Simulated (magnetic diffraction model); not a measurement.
## LiCrSnS4 below its ordering temperature

Space group Imma (no. 74), a = 7.2030 Å, b = 7.5700 Å, c = 10.4990 Å.

```
site  atom       x       y       z
  4a    Sn       0       0       0
  4c    Cr     1/4     1/4     1/4
  8i     S  0.2346     1/4  0.0114
  8h     S     1/2  0.9651  0.7467
  4e    Li     1/2     1/4  0.8747
```

This is a made-up structure (elements placed in a structure type, unrelaxed), so the numbers test the method and describe no known phase.

Only Cr is taken to order (form factors of Cr3+); orders and moment sizes are assumed, and not adapted to the symmetry. Radiation: neutrons of λ = 2.0775 Å, 5° to 55°; isotropic B of 0.39 Å² (Sn), 0.46 Å² (Cr), 0.64 Å² (S) and 0.8 Å² (Li). Simulated constant-wavelength pattern: nuclear and magnetic terms add, the magnetic one as |2.695 fm × Σ f S⊥ exp(2πi Q·r) exp(−B s²)|², summed over all Q at one angle with the factor 1/(sin²θ cos θ). For collinear order S is the moment m, which repeats by lattice and centring translations R with the sign exp(−2πi k·R). Free-ion form factors, Sears's scattering lengths of 1992, no absorption; a label names one of the reflections at its angle. The strongest nuclear line in the range is 100, and lines under 0.2 are left out.

Above the ordering temperature:

```csv
2θ (°),index,I
19.48,(0 1 1),46.2
20.14,(1 0 1),66.9
22.83,(0 0 2),2.5
31.86,(0 2 0),3.2
32.60,(1 1 2),2.4
37.98,(1 2 1),11.7
38.17,(0 1 3),1.6
38.54,(1 0 3),7.3
39.07,(2 1 1),1.2
39.55,(0 2 2),0.2
40.95,(2 0 2),0.4
46.63,(0 0 4),52.4
46.92,(2 2 0),100.0
50.10,(0 3 1),0.7
50.83,(1 2 3),15.6
51.70,(2 1 3),2.2
52.69,(3 0 1),6.0
52.79,(2 2 2),2.9
```

Below it (cell unchanged):

```tsv
2θ (°)	I
19.48	46.2
20.14	82.7
22.83	2.5
22.96	17.4
31.86	3.2
32.60	25.3
37.98	28.2
38.17	1.6
38.54	15.3
39.07	1.2
39.55	0.2
40.95	0.4
46.63	52.4
46.92	100.0
50.10	0.7
50.83	23.2
51.70	2.2
51.72	3.6
52.59	6.8
52.69	6.2
52.79	2.9
53.98	0.3
```

**Question.** Find the propagation vector, then choose among these models:
A. collinear moments along [101], 2.83 μB on Cr; signs + at (1/4, 1/4, 1/4), + at (3/4, 1/4, 1/4)
B. collinear moments along [100], 2.83 μB on Cr; signs + at (1/4, 1/4, 1/4), − at (3/4, 1/4, 1/4)
C. collinear moments along [100], 2.83 μB on Cr; signs + at (1/4, 1/4, 1/4), + at (3/4, 1/4, 1/4)
D. collinear moments along [101], 2.83 μB on Cr; signs + at (1/4, 1/4, 1/4), − at (3/4, 1/4, 1/4)

No line moves, and magnetic intensity falls on nuclear lines such as the one at 32.60°; new lines at (1 1 0), (1 3 0) and (1 1 4) have whole indices that obey the lattice centring, at places with no nuclear intensity to speak of, so the magnetic cell equals the chemical primitive cell: k = 0.

Magnetic intensity, observed (below minus above) and for each model:

| 2θ (°) | index | observed | A | B | C | D |
| --- | --- | --- | --- | --- | --- | --- |
| 19.48 | (0 1 1) | <0.2 | 41.0 | <0.2 | 53.4 | <0.2 |
| 20.14 | (1 0 1) | 15.8 | <0.2 | 15.8 | <0.2 | 28.0 |
| 22.83 | (0 0 2) | <0.2 | 6.0 | <0.2 | 18.6 | <0.2 |
| 22.96 | (1 1 0) | 17.4 | <0.2 | 17.4 | <0.2 | 30.5 |
| 32.60 | (1 1 2) | 22.9 | <0.2 | 22.9 | <0.2 | 17.9 |
| 37.98 | (1 2 1) | 16.5 | <0.2 | 16.5 | <0.2 | 18.0 |
| 38.17 | (0 1 3) | <0.2 | 4.5 | <0.2 | 10.1 | <0.2 |
| 39.07 | (2 1 1) | <0.2 | 13.3 | <0.2 | 4.9 | <0.2 |

Model B matches.

The structure used: k = (0 0 0), collinear moments along [100], 2.83 μB on Cr; signs + at (1/4, 1/4, 1/4), − at (3/4, 1/4, 1/4).

[Logs are printed without paths, hosts, clocks, repeated set-up lines and the standing remarks that a program may print on its own settings, such as how far it seeks lower states.]
